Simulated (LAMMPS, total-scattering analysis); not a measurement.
# fcc solid solution (Cu0.53,Ni0.47): Uiso of Cu against temperature

Simulated by classical molecular dynamics (LAMMPS) with the EAM Cu-Ni potential (Onat and Durukanoglu, J. Phys.: Condens. Matter 26, 035404 (2014)); 500 atoms, zero pressure, classical nuclei. Uiso is the variance of an atom's position about its mean, per direction. An empirical potential describes the real material only near what it was fitted to; melting points and liquid densities can be off by several percent.

| T (K) | Uiso of Cu (Å²) |
| --- | --- |
| 100 | 0.0017 |
| 300 | 0.0056 |
| 600 | ? |
| 1120 | 0.0273 |
| 1380 | 0.0409 |

**Task.** Fit U/T against T with a straight line, read an effective Debye temperature from it, and predict the withheld row.

U/T in 10⁻⁵ Å²/K: 1.700 at 100 K, 1.867 at 300 K, 2.438 at 1120 K, 2.964 at 1380 K. The means are 725 K and 2.242; Σ(x − x̄)(y − ȳ) = 1048.5 and Σ(x − x̄)² = 1.1563e+06, so the slope is 9.067e-04 per K and the intercept 1.585.

The intercept is the harmonic part: U = 3ħ²T/(M k θ²) with 3ħ²/(k u Å²) = 145.5 K and M = 63.55 u gives θ = √(145.5/(63.55 × 1.585×10⁻⁵)) = 380 K, an effective value for this element. The slope is the anharmonic part, expansion included: by 1380 K it adds 79 % to U.

At 600 K, U = 600 × (1.585 + 0.544)×10⁻⁵ = 0.0128 Å²; the run gave 0.0115, a miss of +11.3 %. The hottest row pulls the line up: U/T is flatter at low T and steepens toward melting, which may be superheated here, so the intercept is low and θ high.
